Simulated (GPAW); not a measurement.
# STM contrast on 1T-PtS2 monolayer

What would a tunnelling microscope show on 1T-PtS2 monolayer?

Method: GPAW, PAW setups; layer in a repeated cell with vacuum, relaxation of atoms and in-plane cell, in the first sound run; inputs show where later runs differ, in GPAW 26.7.0.

### 1. The starting structure

The cell holds 3 atoms: 2 S and 1 Pt. Its edges and angles: a = 3.570 Å, b = 3.570 Å, c = 20.014 Å, α = 90.0°, β = 90.0°, γ = 120.0°. Vacuum lies along c.

Structure file:

```cif
data_structure
_symmetry_space_group_name_H-M 'P 1'
_symmetry_Int_Tables_number 1
_cell_length_a 3.5700
_cell_length_b 3.5700
_cell_length_c 20.0141
_cell_angle_alpha 90.000
_cell_angle_beta 90.000
_cell_angle_gamma 120.000
_cell_volume 220.90
loop_
_atom_site_label
_atom_site_type_symbol
_atom_site_fract_x
_atom_site_fract_y
_atom_site_fract_z
_atom_site_occupancy
S1 S 0.66667 0.33333 0.44968 1
Pt2 Pt 0.00000 0.00000 0.50000 1
S3 S 0.33333 0.66667 0.55032 1
```

### 2. Relaxing the atoms

The atoms are relaxed first, since the surface dipole, and with it the work function, follows the positions of the outer layers.

Input file run.py:

```python
import json
import numpy as np
from ase import Atoms
from ase.filters import FrechetCellFilter
from ase.optimize import BFGS
from gpaw import GPAW, PW

slab = Atoms(
    ['S', 'Pt', 'S'],
    positions=[
        [1.78500, 1.03057, 9.00000],
        [0.00000, 0.00000, 10.00704],
        [-0.00000, 2.06114, 11.01409]],
    cell=[[3.57, 0.0, 0.0], [-1.785, 3.09171, 0.0], [0.0, 0.0, 20.0141]],
    pbc=[True, True, True])

slab.calc = GPAW(mode=PW(600), xc='PBE', kpts={'size': (9, 9, 1), 'gamma': True},
                 occupations={'name': 'fermi-dirac', 'width': 0.05}, nbands='160%',
                 convergence={'density': 1e-05}, maxiter=200,
                 symmetry={'tolerance': 1e-3}, txt='slab.txt')
result = {}
# The in-plane cell is free; stress needs a cell that repeats along all three vectors
path = []
opt = BFGS(FrechetCellFilter(slab, mask=[1, 1, 0, 0, 0, 1]), maxstep=0.2)
opt.attach(lambda: path.append((slab.get_potential_energy(), slab.positions.tolist(), slab.get_forces().tolist())))
result['relaxed'] = bool(opt.run(fmax=0.02, steps=45))
result['path'] = path
result['cell'] = slab.cell.tolist()
print('in-plane lattice', slab.cell.cellpar().round(4)[[0, 1, 5]])
energy = slab.get_potential_energy()
fermi = slab.calc.get_fermi_level()
v = slab.calc.get_electrostatic_potential().mean((0, 1)) - fermi
n = slab.calc.get_pseudo_density().mean((0, 1))
L = slab.cell[2, 2]
z = np.arange(len(v)) * L / len(v)
low, high = slab.positions[:, 2].min(), slab.positions[:, 2].max()
below, above = np.interp([low - 6.8, high + 6.8], z, v)
slopes = [np.interp(x, z, np.gradient(v, z)) for x in (low - 6.8, high + 6.8)]
eps = np.array([[slab.calc.get_eigenvalues(k, s) for k in range(len(slab.calc.get_ibz_k_points()))]
                for s in range(slab.calc.get_number_of_spins())]) - fermi
top, bottom = eps[eps < 0].max(), eps[eps > 0].min()
dipole = slab.get_dipole_moment()[2]
print(f'energy {energy:.4f} eV, Fermi level {fermi:.4f} eV, dipole {dipole:.5f} e A')
print(f'potential 6.8 A off the faces, from the Fermi level: lower {below:.4f} eV, upper {above:.4f} eV')
print(f'slope of the potential there: lower {slopes[0]:.5f}, upper {slopes[1]:.5f} eV/A')
print(f'nearest levels on the mesh: {top:.4f} and {bottom:.4f} eV')
print('magnetic moment', round(slab.get_magnetic_moment(), 3))
result.update(energy=energy, fermi=fermi, dipole=dipole, below=below, above=above, slopes=slopes, edges=[top, bottom],
              z=z.tolist(), v=v.tolist(), n=n.tolist(), positions=slab.positions.tolist(),
              forces=slab.get_forces(apply_constraint=False).tolist(), moments=slab.get_magnetic_moments().tolist())
json.dump(result, open('result.json', 'w'))
```

Command:

```bash
> OMP_NUM_THREADS=1 OPENBLAS_NUM_THREADS=1 python run.py
```

Log:

```text
Step          Energy          fmax
BFGS:    0      -15.001198        3.175607
BFGS:    1      -15.377681        2.040537
BFGS:    2      -15.613838        0.659943
BFGS:    3      -15.634685        0.443726
BFGS:    4      -15.651065        0.557930
BFGS:    5      -15.673799        0.541525
BFGS:    6      -15.691675        0.329049
BFGS:    7      -15.698610        0.095869
BFGS:    8      -15.699329        0.012160
in-plane lattice [  3.5733   3.5733 120.    ]
energy -15.6993 eV, Fermi level -2.2903 eV, dipole -0.00012 e A
potential 6.8 A off the faces, from the Fermi level: lower 5.4812 eV, upper 5.4817 eV
slope of the potential there: lower -0.00010, upper -0.00012 eV/A
nearest levels on the mesh: -0.9196 and 0.8671 eV
magnetic moment 0.0
```

The job ended after 5.5 min (1 thread of Arm Neoverse V2, shared host; peak memory 0.4 GiB).

This step gave:

```yaml
dipole_along_the_normal: -1.22e-4 e·Å
levels_nearest_the_fermi_level_on_the_mesh: -0.9196, 0.8671 eV from the Fermi level
```

The electrostatic potential energy of an electron (without an applied field's), less the Fermi level, planar mean by z:

z (Å), electrostatic potential energy of an electron (without an applied field's), less the Fermi level, planar mean (eV) and a bar from the least value:
```
      0.0        5.5 ##############################
      0.5        5.5 ##############################
      1.0        5.5 ##############################
      1.5        5.5 ##############################
      2.0        5.5 ##############################
      2.5        5.5 ##############################
      3.0        5.5 ##############################
      3.5        5.5 ##############################
      4.0        5.5 ##############################
      4.5        5.5 ##############################
      5.0        5.5 ##############################
      5.5        5.5 ##############################
      6.0        5.5 ##############################
      6.5        5.4 ##############################
      7.0        5.3 ##############################
      7.5        4.7 #############################
      8.0        1.8 #########################
      8.5       -9.0 ##########
      9.0      -12.5 #####
      9.5       -9.7 #########
     10.0      -16.3 
     10.5       -9.9 #########
     11.0      -12.2 ######
     11.5       -9.5 #########
     12.0        1.6 #########################
     12.5        4.6 #############################
     13.0        5.3 ##############################
     13.5        5.4 ##############################
     14.0        5.5 ##############################
     14.5        5.5 ##############################
     15.0        5.5 ##############################
     15.5        5.5 ##############################
     16.0        5.5 ##############################
     16.5        5.5 ##############################
     17.0        5.5 ##############################
     17.5        5.5 ##############################
     18.0        5.5 ##############################
     18.5        5.5 ##############################
     19.0        5.5 ##############################
     19.5        5.5 ##############################
```

Pseudo valence density, planar mean against z:

```csv
z (Å),"pseudo valence density, planar mean (e/Å³)"
5.5,9.9e-5
6.0,4.3e-4
6.5,0.00192
7.0,0.00893
7.5,0.0426
8.0,0.175
8.5,0.344
9.0,0.463
9.5,0.733
10.0,1.52
10.5,0.751
11.0,0.469
11.5,0.344
12.0,0.181
12.5,0.0447
13.0,0.00938
13.5,0.00201
14.0,4.5e-4
14.5,1.0e-4
```

The relaxation lowered the energy of the cell by 0.698 eV (energies extrapolated to zero smearing; the optimiser's log prints free energies). The largest force left on a free atom is 0.012 eV/Å.

### 3. The slab's potential

With the geometry fixed, the planar mean of the potential gives the vacuum level on each side.

This step: GPAW, PAW setups; slab in vacuum (GPAW 26.7.0).

The cell differs from the one that the last finished run ended in (c 20.014 → 20.466 Å).

Input file run.py:

```python
import json
import numpy as np
from ase import Atoms
from ase.dft.stm import STM
from gpaw import GPAW, PW

slab = Atoms(
    ['S', 'Pt', 'S'],
    positions=[
        [1.78665, 1.03152, 9.00000],
        [-0.00000, 0.00000, 10.23304],
        [-0.00000, 2.06305, 11.46608]],
    cell=[[3.5733, 0.0, 0.0], [-1.78665, 3.09457, 0.0], [0.0, 0.0, 20.4661]],
    pbc=[True, True, False])

slab.calc = GPAW(mode=PW(400), xc='PBE', kpts={'size': (9, 9, 1), 'gamma': True},
                 occupations={'name': 'fermi-dirac', 'width': 0.05}, nbands='160%',
                 convergence={'density': 1e-05}, maxiter=200,
                 poissonsolver={'dipolelayer': 'xy'},
                 symmetry={'tolerance': 1e-3}, txt='slab.txt')
result = {}
energy = slab.get_potential_energy()
fermi = slab.calc.get_fermi_level()
v = slab.calc.get_electrostatic_potential().mean((0, 1)) - fermi
n = slab.calc.get_pseudo_density().mean((0, 1))
L = slab.cell[2, 2]
z = np.arange(len(v)) * L / len(v)
low, high = slab.positions[:, 2].min(), slab.positions[:, 2].max()
below, above = np.interp([low - 6.8, high + 6.8], z, v)
slopes = [np.interp(x, z, np.gradient(v, z)) for x in (low - 6.8, high + 6.8)]
eps = np.array([[slab.calc.get_eigenvalues(k, s) for k in range(len(slab.calc.get_ibz_k_points()))]
                for s in range(slab.calc.get_number_of_spins())]) - fermi
top, bottom = eps[eps < 0].max(), eps[eps > 0].min()
dipole = slab.get_dipole_moment()[2]
print(f'energy {energy:.4f} eV, Fermi level {fermi:.4f} eV, dipole {dipole:.5f} e A')
print(f'potential 6.8 A off the faces, from the Fermi level: lower {below:.4f} eV, upper {above:.4f} eV')
print(f'slope of the potential there: lower {slopes[0]:.5f}, upper {slopes[1]:.5f} eV/A')
print(f'nearest levels on the mesh: {top:.4f} and {bottom:.4f} eV')
print('magnetic moment', round(slab.get_magnetic_moment(), 3))
result.update(energy=energy, fermi=fermi, dipole=dipole, below=below, above=above, slopes=slopes, edges=[top, bottom],
              z=z.tolist(), v=v.tolist(), n=n.tolist(), positions=slab.positions.tolist(),
              forces=slab.get_forces(apply_constraint=False).tolist(), moments=slab.get_magnetic_moments().tolist())

# Images need the states of the whole zone, up to time reversal
slab.calc = slab.calc.fixed_density(symmetry={'point_group': False}, txt='states.txt', nbands='280%',
                                    convergence={'bands': 'CBM+2.3'})
stm = STM(slab)
result['stm'] = []
for bias in [-1.5, 2.0]:
    height = high + 3.5
    current = stm.get_averaged_current(bias, height)
    x, y, h = stm.scan(bias, current)
    i, f = divmod(height / L * stm.ldos.shape[2], 1)
    I = abs((1 - f) * stm.ldos[:, :, int(i)] + f * stm.ldos[:, :, int(i) + 1])
    print(f'bias {bias} V: mean current at 3.5 A {current:.4e}, corrugation {np.ptp(h):.4f} A')
    result['stm'].append(dict(bias=bias, current=current, h=(h - high).tolist(), I=I.tolist()))
json.dump(result, open('result.json', 'w'))
```

Log:

```text
energy -15.6420 eV, Fermi level -2.3611 eV, dipole -0.00020 e A
potential 6.8 A off the faces, from the Fermi level: lower 5.4807 eV, upper 5.4839 eV
slope of the potential there: lower -0.00002, upper 0.00002 eV/A
nearest levels on the mesh: -0.9205 and 0.8674 eV
magnetic moment 0.0
bias -1.5 V: mean current at 3.5 A 1.8426e-05, corrugation 0.2616 A
bias 2.0 V: mean current at 3.5 A 3.2183e-05, corrugation 0.1696 A
```

It took 1.8 min on 1 thread; peak memory 0.37 GiB.

Numbers from this step:

```yaml
dipole_along_the_normal: -1.99e-4 e·Å
levels_nearest_the_fermi_level_on_the_mesh: -0.9205, 0.8674 eV from the Fermi level
upper_work_function: 5.484 eV
lower_work_function: 5.481 eV
corrugation_minus_1p5: 0.2616 Å
corrugation_2: 0.1696 Å
upper_ionisation_energy: 6.404 eV
```

Table of electrostatic potential energy of an electron (without an applied field's), less the Fermi level, planar mean by z:

z (Å), electrostatic potential energy of an electron (without an applied field's), less the Fermi level, planar mean (eV) and a bar from the least value:
```
      0.0        5.5 ##############################
      0.5        5.5 ##############################
      1.0        5.5 ##############################
      1.5        5.5 ##############################
      2.0        5.5 ##############################
      2.5        5.5 ##############################
      3.0        5.5 ##############################
      3.5        5.5 ##############################
      4.0        5.5 ##############################
      4.5        5.5 ##############################
      5.0        5.5 ##############################
      5.5        5.5 ##############################
      6.0        5.5 ##############################
      6.5        5.5 ##############################
      7.0        5.4 ##############################
      7.5        5.1 #############################
      8.0        3.6 ###########################
      8.5       -2.8 ##################
      9.0      -14.8 
      9.5       -8.7 #########
     10.0      -14.2 #
     10.5      -13.6 ##
     11.0       -8.9 #########
     11.5      -14.7 
     12.0       -2.1 ###################
     12.5        3.8 ###########################
     13.0        5.1 #############################
     13.5        5.4 ##############################
     14.0        5.5 ##############################
     14.5        5.5 ##############################
     15.0        5.5 ##############################
     15.5        5.5 ##############################
     16.0        5.5 ##############################
     16.5        5.5 ##############################
     17.0        5.5 ##############################
     17.5        5.5 ##############################
     18.0        5.5 ##############################
     18.5        5.5 ##############################
     19.0        5.5 ##############################
     19.5        5.5 ##############################
     20.0        5.5 ##############################
```

Table of pseudo valence density, planar mean by z:

z (Å), pseudo valence density, planar mean (e/Å³) and a bar:
```
      5.5       0.00 
      6.0       0.00 
      6.5       0.00 
      7.0       0.00 
      7.5       0.02 #
      8.0       0.10 ##
      8.5       0.29 #######
      9.0       0.36 #########
      9.5       0.58 ##############
     10.0       1.24 ##############################
     10.5       1.17 ############################
     11.0       0.56 ##############
     11.5       0.34 ########
     12.0       0.28 #######
     12.5       0.09 ##
     13.0       0.02 
     13.5       0.00 
     14.0       0.00 
     14.5       0.00 
     15.0       0.00
```

Tip height over the top atom over a1 and a2. Sample bias -1.5 V, constant current at the mean current 3.5 Å over the top atom.

Ten even steps from '_' (3.37 Å) to '@' (3.63 Å):
```
____..::==++**########**++==::..____
__..::==++####%%%%%%####++==::..____
..::==**##%%%%@@@@%%%%##**==::......
::==++##%%@@@@@@@@@@%%##++==::::..::
--++##%%@@@@@@@@@@@@%%##++--::::::::
==**##%%@@@@@@@@@@%%##**==--::::::--
++##%%@@@@@@@@@@@@%%##++==--::::--==
**##%%@@@@@@@@@@%%##**==--::::::--==
**##%%%%@@@@%%%%##**++--::::::::--++
**####%%%%%%####**++--::::::::::--++
++**########**++==--::::::::::::--==
==++++**++++====--::::::::::::::--==
--========------::::::::::::::::----
::::::::::::::::::::::::::::::::::::
........::::::::::::::::::::::::::::
______....::::--------------::::....
______..::::--====++++====--::::..__
______..::--==++******++==--::..____
```
Columns: a1 from 0 to 0.944; rows upwards: a2 from 0 to 0.944.

Local density of states summed over the bias window over a1 and a2. Sample bias -1.5 V, constant height 3.5 Å over the top atom.

Values in units of 1e-5 arbitrary, 12 rows by 16 columns, each cell a mean:
```
1.4 1.4 1.6 1.7 1.9 2.0 2.1 2.2 2.2 2.1 2.0 1.8 1.7 1.5 1.4 1.4
1.5 1.6 1.8 2.0 2.2 2.3 2.4 2.4 2.4 2.2 2.1 1.9 1.7 1.5 1.5 1.4
1.7 1.8 2.1 2.3 2.5 2.6 2.6 2.6 2.5 2.3 2.1 1.8 1.7 1.6 1.5 1.6
1.8 2.0 2.2 2.4 2.6 2.7 2.7 2.6 2.4 2.2 2.0 1.8 1.6 1.6 1.6 1.6
2.0 2.2 2.4 2.5 2.6 2.6 2.6 2.4 2.2 2.0 1.8 1.7 1.6 1.6 1.7 1.8
2.0 2.2 2.3 2.5 2.5 2.5 2.4 2.2 2.1 1.9 1.7 1.6 1.6 1.6 1.7 1.8
2.0 2.1 2.2 2.3 2.2 2.2 2.1 2.0 1.8 1.7 1.6 1.5 1.5 1.6 1.7 1.8
1.9 1.9 2.0 2.0 2.0 1.9 1.8 1.7 1.6 1.6 1.5 1.5 1.5 1.6 1.7 1.8
1.7 1.7 1.7 1.7 1.7 1.7 1.6 1.6 1.6 1.5 1.5 1.5 1.6 1.6 1.6 1.7
1.5 1.5 1.5 1.6 1.6 1.6 1.6 1.6 1.6 1.6 1.6 1.6 1.6 1.6 1.6 1.6
1.4 1.4 1.4 1.5 1.6 1.6 1.7 1.7 1.8 1.8 1.7 1.7 1.6 1.6 1.5 1.4
1.3 1.4 1.4 1.5 1.6 1.7 1.8 1.9 2.0 1.9 1.9 1.8 1.6 1.5 1.4 1.4
```
Columns: a1 from 0 to 0.944; rows upwards: a2 from 0 to 0.944.

(Continued in part 2 of 2.)

[Logs are printed without paths, hosts, clocks, repeated set-up lines and the standing remarks that a program may print on its own settings, such as how far it seeks lower states.]

[Hosts, paths, dates, database ids (printed as entryN), source tags and the programs' standing remarks are cut or masked in the printed files.]
